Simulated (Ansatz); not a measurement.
# ZrPbSe3 (model cell, started as cubic perovskite with Zr in the octahedra): following an unstable mode, part 2 of 3

Which phase does ZrPbSe3 (model cell, started as cubic perovskite with Zr in the octahedra) fall into along its unstable mode, and how much energy does it gain?

Ansatz 0.2.0; DFT LDA, scalar-relativistic, plane waves, PAW; PAW set soft_1.

So far, highest frequency on the path or at a solved wavevector (cm⁻¹): step 2 (the dispersion) 292. Also lowest frequency on the path (cm⁻¹): step 2 -125.

The structure was built from a prototype and need not be the compound's stable phase.

### Step 5. Energy along the mode, all amplitudes (two of the runs are shown above)

An imaginary frequency means negative curvature, so the energy should fall and then rise again as anharmonic terms take over.

This step gave:

| Quantity | Value |
| --- | --- |
| depth at the lowest point sampled | 159.9 meV/atom |
| largest atomic shift at that point | 0.6 Å |

The energy from the parent by largest atomic shift:

```tsv
largest atomic shift (Å)	energy from the parent (meV/atom)
0.000	0
0.040	-1.43
0.080	-5.52
0.140	-15.8
0.220	-35.4
0.320	-66.5
0.450	-112
0.600	-160
```

Displacement at unit largest shift by atom:

```tsv
atom	x (Å)	y (Å)	z (Å)	size
Pb1	0.000	0.000	0.000	0.000
Pb2	0.000	0.000	0.000	0.000
Zr3	0.000	0.000	0.000	0.000
Zr4	0.000	0.000	0.000	0.000
Se5	0.707	-0.707	0.000	1.000
Se6	-0.707	0.707	0.000	1.000
Se7	0.000	0.000	0.707	0.707
Se8	0.000	0.000	-0.707	0.707
Se9	0.000	0.000	0.707	0.707
Se10	0.000	0.000	-0.707	0.707
```

The lowest of the steps tried is the last one, at 0.6 Å, 160 meV/atom below the parent; the bottom of the well need not coincide with a step.

### Step 6. Relaxing from the distorted cell

Starting from the lowest point found, all atoms and the cell are let go, so that strain and other modes of the same symmetry can join in.

File input.yaml:

```yaml
crystal:
  lattice:
    - [5.1163184678, 5.1163184678, 0.0]
    - [5.1163184678, 0.0, 5.1163184678]
    - [5.1163184678, 0.0, -5.1163184678]
  atoms:
    - { symbol: Pb, position: [0.0, 0.5, 0.5] }
    - { symbol: Pb, position: [0.0, 0.0, 0.0] }
    - { symbol: Zr, position: [0.5, 0.25, 0.75] }
    - { symbol: Zr, position: [0.5, 0.75, 0.25] }
    - { symbol: Se, position: [0.4170762979, 0.0829237021, 1.0829237021] }
    - { symbol: Se, position: [0.5829237021, 0.4170762979, 0.4170762979] }
    - { symbol: Se, position: [0.0, 0.5414618511, -0.0414618511] }
    - { symbol: Se, position: [0.0, -0.0414618511, 0.5414618511] }
    - { symbol: Se, position: [0.5, 0.5414618511, -0.0414618511] }
    - { symbol: Se, position: [0.5, -0.0414618511, 0.5414618511] }
kpoints:
  mp_grid: { grid: [8, 8, 8] }
hamiltonian:
  xc: lda
  pseudopotentials: { kind: paw, azcp: { folder: soft_1 }, xc_functional: pbe }
scf:
  occupations: { method: methfessel_paxton, width: 0.2 }
output:
  forces: true
  stress: true
  eigenvalues: true
relax:
  adjacent_minimum: "off"
  f_tol: 0.002
  max_steps: 120
  cell: { stress_tol: 0.03 }
```

Started as:

```
$ ansatz run input.yaml --threads 4 --pin off --max-ram 16384MiB --backend cpu --events-out ev --progress --plain --runs-dir out
```

Numbers of over 12 decimals in the logs are rounded to 6 here.

What it wrote:

```text
[...]
Crystal: 10 atoms, lattice volume = 267.857 Å³
Basis set: ecut = 420 eV, 5209 PW (Γ)
Bands: 89, of which v1, the nominal top of the filled ones, is band 74 counted from 1 (73 counted from 0)
Symmetry: 8 space group operations
[...]
k-points: 95 of 512
[...]
SCF iter   1: F=—  HF=-63678.722953 eV  |F-HF|=—  |Δ(HF+E_count)|=         —  Δρ=6.89e-2  dr2=4.59e1  ethr=3.10e-3  ⟨swp⟩=6.6  Hψ=29946  notcnv=0
[...]
SCF iter  10: F=-63671.026239 eV  HF=-63671.026239 eV  |F-HF|=3.61e-8  |Δ(HF+E_count)|=   1.47e-7  S|Δr|=    0.00e0  Δρ=2.68e-6  dr2=3.63e-8  ethr=6.76e-11  ⟨swp⟩=10.3  Hψ=45889  notcnv=0
SCF 1 converged in 10 iterations: F = -63671.026239 eV  dr2 = 3.63e-8
[...]
relax step   1: F+E_penalty+E_count = -63671.02623936 eV  Δ(F+E_penalty+E_count) = +0.000e0 eV  max|allowed force component| = 6.208e-1 eV/Å  Δτ_max = 0.0000 Å  P = -1.843 GPa  Ω = 267.857 Å³  (10 SCF iters, dr2 threshold 1.00e-7 eV, accepted)
Crystal: 10 atoms, lattice volume = 258.967 Å³
Basis set: ecut = 420 eV, 5039 PW (Γ)
[...]
SCF iter   7: F=-63671.705511 eV  HF=-63671.705511 eV  |F-HF|=7.01e-9  |Δ(HF+E_count)|=   1.21e-7  S|Δr|=    0.00e0  Δρ=5.34e-6  dr2=8.06e-8  ethr=6.76e-10  ⟨swp⟩=6.0  Hψ=35083  notcnv=0
SCF 2 converged in 7 iterations: F = -63671.705511 eV  dr2 = 8.06e-8
[...]
relax step   2: F+E_penalty+E_count = -63671.70551050 eV  Δ(F+E_penalty+E_count) = -6.793e-1 eV  max|allowed force component| = 4.253e-1 eV/Å  Δτ_max = 0.1955 Å  P = -0.605 GPa  Ω = 258.967 Å³  energy of the carried Pulay correction = +9.965e-4 eV  (7 SCF iters, dr2 threshold 1.00e-6 eV, accepted)
Crystal: 10 atoms, lattice volume = 255.145 Å³
Basis set: ecut = 420 eV, 4995 PW (Γ)
[...]
SCF iter   8: F=-63671.870409 eV  HF=-63671.870409 eV  |F-HF|=4.08e-8  |Δ(HF+E_count)|=   9.81e-8  S|Δr|=    0.00e0  Δρ=4.76e-6  dr2=1.04e-7  ethr=6.76e-10  ⟨swp⟩=6.1  Hψ=36168  notcnv=0
SCF 3 converged in 8 iterations: F = -63671.870409 eV  dr2 = 1.04e-7
[...]
relax step   3: F+E_penalty+E_count = -63671.87040867 eV  Δ(F+E_penalty+E_count) = -1.649e-1 eV  max|allowed force component| = 2.688e-1 eV/Å  Δτ_max = 0.1960 Å  P = +0.673 GPa  Ω = 255.145 Å³  energy of the carried Pulay correction = +1.435e-3 eV  (8 SCF iters, dr2 threshold 1.00e-6 eV, accepted)
[...]
relax step   4: F+E_penalty+E_count = -63671.90354459 eV  Δ(F+E_penalty+E_count) = -3.314e-2 eV  max|allowed force component| = 7.232e-2 eV/Å  Δτ_max = 0.0698 Å  P = -0.186 GPa  Ω = 257.813 Å³  energy of the carried Pulay correction = +1.128e-3 eV  (6 SCF iters, dr2 threshold 1.00e-6 eV, accepted)
[...]
relax step   5: F+E_penalty+E_count = -63671.90600353 eV  Δ(F+E_penalty+E_count) = -2.459e-3 eV  max|allowed force component| = 2.488e-2 eV/Å  Δτ_max = 0.0181 Å  P = +0.139 GPa  Ω = 257.100 Å³  energy of the carried Pulay correction = +1.210e-3 eV  (6 SCF iters, dr2 threshold 3.27e-7 eV, accepted)
[...]
relax step   6: F+E_penalty+E_count = -63671.90807564 eV  Δ(F+E_penalty+E_count) = -2.072e-3 eV  max|allowed force component| = 2.745e-3 eV/Å  Δτ_max = 0.0102 Å  P = +0.007 GPa  Ω = 257.621 Å³  energy of the carried Pulay correction = +1.150e-3 eV  (5 SCF iters, dr2 threshold 6.61e-7 eV, accepted)
[...]
relax step   7: F+E_penalty+E_count = -63671.90808281 eV  Δ(F+E_penalty+E_count) = -7.178e-6 eV  max|allowed force component| = 5.489e-4 eV/Å  Δτ_max = 0.0007 Å  P = +0.001 GPa  Ω = 257.643 Å³  energy of the carried Pulay correction = +1.148e-3 eV  (6 SCF iters, dr2 threshold 4.71e-10 eV, accepted)
[...]
SCF iter   6: F=-63671.906927 eV  HF=-63671.906927 eV  |F-HF|=1.46e-11  |Δ(HF+E_count)|=  1.46e-11  S|Δr|=    0.00e0  Δρ=5.07e-8  dr2=4.90e-12  ethr=1.00e-12  ⟨swp⟩=4.4  Hψ=30360  notcnv=0
SCF 8 converged in 6 iterations: F = -63671.906927 eV  dr2 = 4.90e-12
relax step   8: F+E_penalty+E_count = -63671.90692707 eV  Δ(F+E_penalty+E_count) = +1.156e-3 eV  max|allowed force component| = 5.403e-4 eV/Å  Δτ_max = 0.0000 Å  P = +0.001 GPa  Ω = 257.643 Å³  stress off target by 3.26e-3 GPa  SCF on the basis re-selected at this cell (its energy is not comparable with the rows above)  (6 SCF iters)
basis re-selected at this cell: Δ(F+E_penalty+E_count) = +1.156e-3 eV, ΔP = -0.000 GPa vs the last step (what re-selecting the basis moved, of the pressure what is left beyond the Pulay correction that the steps carried, after the strain that the cell walked since its last selection, with what the two solves' SCF thresholds leave and, on support functions, any second-order correction that the steps lacked; it is no measure of the basis error at this ecutwfc). The dense FFT grid was sized anew with the basis: this SCF ran on 50×48×48 points, the steps before it on 50×50×50, so part of this shift can come from that change (see relax.cell in the input reference). [rest of the remark cut]
SCF converged after 6 iterations
[...]
Free energy (F): -63671.906927 eV
[...]
Internal energy: -63671.910094 eV  (E = F + TS)
E sigma→0 (E₀):  -63671.907719 eV
Entropy (-TS):   0.003167 eV (0.317 meV/atom)
Fermi energy:    9.167135 eV
[...]
--- Forces (eV/Å), atoms counted from 1 ---
  atom   1  Pb     0.00022240    -0.00022240    -0.00000000
  atom   2  Pb    -0.00022240     0.00022240     0.00000000
  atom   3  Zr    -0.00000000    -0.00000000     0.00000000
  atom   4  Zr     0.00000000    -0.00000000     0.00000000
  atom   5  Se    -0.00054035     0.00054035    -0.00000000
  atom   6  Se     0.00054035    -0.00054035     0.00000000
  atom   7  Se    -0.00000000    -0.00000000    -0.00032334
  atom   8  Se     0.00000000     0.00000000     0.00032334
  atom   9  Se    -0.00000000     0.00000000    -0.00032334
  atom  10  Se     0.00000000    -0.00000000     0.00032334
  max |Σ_I F_I| component: 1.08e-18 eV/Å
--- Stress (GPa, compression-positive) ---
        0.002190      -0.001071       0.000000
       -0.001071       0.002190      -0.000000
        0.000000      -0.000000      -0.000760
  P = ⅓ Tr σ = 0.0012 GPa (0.012 kbar)
--- Band table (eV; the first three rows and the last of 95) ---
  k-point 0: bands = [... 70 lower, 8.4189, 8.5077, 8.5734, 8.7568, 9.4203, 9.5820, 9.8885, 10.3684, ... 11 higher]
  k-point 1: bands = [... 70 lower, 8.2898, 8.4028, 8.6865, 8.7521, 9.4882, 9.8051, 9.9976, 10.4842, ... 11 higher]
  k-point 2: bands = [... 70 lower, 8.1164, 8.4392, 8.4929, 8.8194, 9.7126, 10.1798, 10.2563, 10.5669, ... 11 higher]
  k-point 94: bands = [... 70 lower, 7.7981, 7.7981, 8.1599, 8.1599, 10.2042, 10.2042, 10.5234, 10.5234, ... 11 higher]
--- Relaxed structure (7 steps of the walk, 7 accepted, 1 SCFs on fresh bases) ---
  F+E_penalty+E_count = -63671.90692707 eV   max|allowed force component| = 5.403e-4 eV/Å   (the final SCF, on the basis selected at the relaxed cell)
  cell:  # Å, volume = 257.6428 Å³
    - [5.088739, 5.088739, 0.0]
    - [5.098366, -0.00962621, 4.955957]
    - [5.098366, -0.00962621, -4.955957]
  atoms:
    - { symbol: Pb, position: [-0.041714, 0.541714, 0.541714] }
    - { symbol: Pb, position: [0.041714, -0.041714, -0.041714] }
    - { symbol: Zr, position: [0.500000, 0.250000, 0.750000] }
    - { symbol: Zr, position: [0.500000, 0.750000, 0.250000] }
    - { symbol: Se, position: [0.380346, 0.119654, 1.119654] }
    - { symbol: Se, position: [0.619654, 0.380346, 0.380346] }
    - { symbol: Se, position: [3.2526065174565133e-19, 0.565298, -0.065298] }
    - { symbol: Se, position: [3.2526065174565133e-19, -0.065298, 0.565298] }
    - { symbol: Se, position: [0.5, 0.565298, -0.065298] }
    - { symbol: Se, position: [0.5, -0.065298, 0.565298] }
```

Elapsed: 6.2 min, on 4 threads of Arm Neoverse V1, shared host; peak memory 1.9 GiB; 25 min of CPU time.

Step by step:

```tsv
step	energy less that of the first step (eV)	largest force component (eV/Å)	pressure (GPa)	volume (Å³)
1	0.0000	0.6208	-1.84	267.86
2	-0.6793	0.4253	-0.60	258.97
3	-0.8442	0.2688	0.67	255.14
4	-0.8773	0.0723	-0.19	257.81
5	-0.8798	0.0249	0.14	257.10
6	-0.8818	0.0027	0.01	257.62
7	-0.8818	0.0005	0.00	257.64
8*	-0.8807	0.0005	0.00	257.64
```

Relaxation steps marked * repeat the geometry before them on a plane-wave basis chosen anew for their cell, so energy and pressure can jump there.

The run keeps the 8 symmetry operations that it works with, so distortions that break them were not tested.

```tsv
conventional cell, symmetrised	before	after	change
a (Å)	7.236	7.197	-0.5 %
b (Å)	10.233	9.912	-3.1 %
c (Å)	7.236	7.224	-0.2 %
volume (Å³/atom)	26.79	25.76	-3.8 %
```

The atoms that moved most (Å, as changes of fractional coordinates times the final cell):

```tsv
atom	dx	dy	dz	length
Pb1	0.213	-0.213	0.000	0.301
Pb2	-0.213	0.213	0.000	0.301
Se5	0.188	-0.188	0.000	0.265
Se6	-0.188	0.188	0.000	0.265
Se7	0.000	0.000	0.236	0.236
Se9	0.000	0.000	0.236	0.236
Se10	0.000	0.000	-0.236	0.236
Se8	0.000	0.000	-0.236	0.236
```

Numbers from this step:

| Quantity | Value |
| --- | --- |
| pressure | 0.001207 GPa |
| volume per atom | 25.76 Å³ |
| gap on the k-mesh | 0.4826 eV |

The distorted start has space group Imma; the relaxation ends in Imma.

### Step 7. The new phase in its own primitive cell

The relaxed structure is symmetrised, reduced to its primitive cell and relaxed tightly, as its phonons need.

File input.yaml:

```yaml
crystal:
  lattice:
    - [-3.5982821927, 4.9559569394, 3.6118957098]
    - [3.5982821927, -4.9559569394, 3.6118957098]
    - [3.5982821927, 4.9559569394, -3.6118957098]
  atoms:
    - { symbol: Pb, position: [0.2917138698, 0.0417138698, 0.25] }
    - { symbol: Pb, position: [0.7082861302, 0.9582861302, 0.75] }
    - { symbol: Zr, position: [0.5, 0.5, 0.0] }
    - { symbol: Zr, position: [0.0, 0.5, 0.5] }
    - { symbol: Se, position: [0.8696544113, 0.6196544113, 0.25] }
    - { symbol: Se, position: [0.1303455887, 0.3803455887, 0.75] }
    - { symbol: Se, position: [0.6847023482, 0.0, 0.1847023482] }
    - { symbol: Se, position: [0.3152976518, 0.0, 0.8152976518] }
    - { symbol: Se, position: [0.6847023482, 0.5, 0.6847023482] }
    - { symbol: Se, position: [0.3152976518, 0.5, 0.3152976518] }
kpoints:
  mp_grid: { grid: [6, 6, 6] }
hamiltonian:
  xc: lda
  pseudopotentials: { kind: paw, azcp: { folder: soft_1 }, xc_functional: pbe }
scf:
  occupations: { method: fixed }
output:
  forces: true
  stress: true
  eigenvalues: true
relax:
  adjacent_minimum: "off"
  f_tol: 0.001
  max_steps: 60
  cell: { stress_tol: 0.01 }
```

What it wrote:

```text
[...]
Crystal: 10 atoms, lattice volume = 257.643 Å³
Basis set: ecut = 420 eV, 5021 PW (Γ)
Bands: 89, of which v1, the nominal top of the filled ones, is band 74 counted from 1 (73 counted from 0)
Symmetry: 8 space group operations
[...]
k-points: 46 of 216
[...]
- { symbol: Zr, position: [0.500000, 0.500000, 0] }
    - { symbol: Zr, position: [0, 0.5, 0.5] }
    - { symbol: Se, position: [0.869705, 0.619705, 0.25] }
    - { symbol: Se, position: [0.130295, 0.380295, 0.75] }
    - { symbol: Se, position: [0.684749, -5.551115123125783e-17, 0.184749] }
    - { symbol: Se, position: [0.315251, 5.551115123125783e-17, 0.815251] }
    - { symbol: Se, position: [0.684749, 0.5, 0.684749] }
    - { symbol: Se, position: [0.315251, 0.500000, 0.315251] }
[key lines of the parts left out:]
SCF converged after 5 iterations
Free energy (F): -63671.906461 eV
Fermi energy:    8.838741 eV
P = ⅓ Tr σ = -0.0016 GPa (-0.016 kbar)
```

The job ended after 68 s (4 threads; peak memory 1.3 GiB).

Little changed from the start: no atom moved by 0.005 Å and no cell edge by 0.1 %.

This step gave:

- pressure: -0.001621 GPa
- gap on the k-mesh: 0.5312 eV
- volume per atom: 25.77 Å³
- direct gap on mesh: 0.6628 eV

The largest force component left is 0.75 meV/Å and the pressure is -0.002 GPa, within the tolerances set. The cell now holds 25.77 Å³/atom.

(Part 2 of 3 ends here.)

[Logs are printed without paths, hosts, clocks, repeated set-up lines and the standing remarks that a program may print on its own settings, such as how far it seeks lower states.]

[Hosts, paths, dates, database ids (printed as entryN), source tags and the programs' standing remarks are cut or masked in the printed files.]
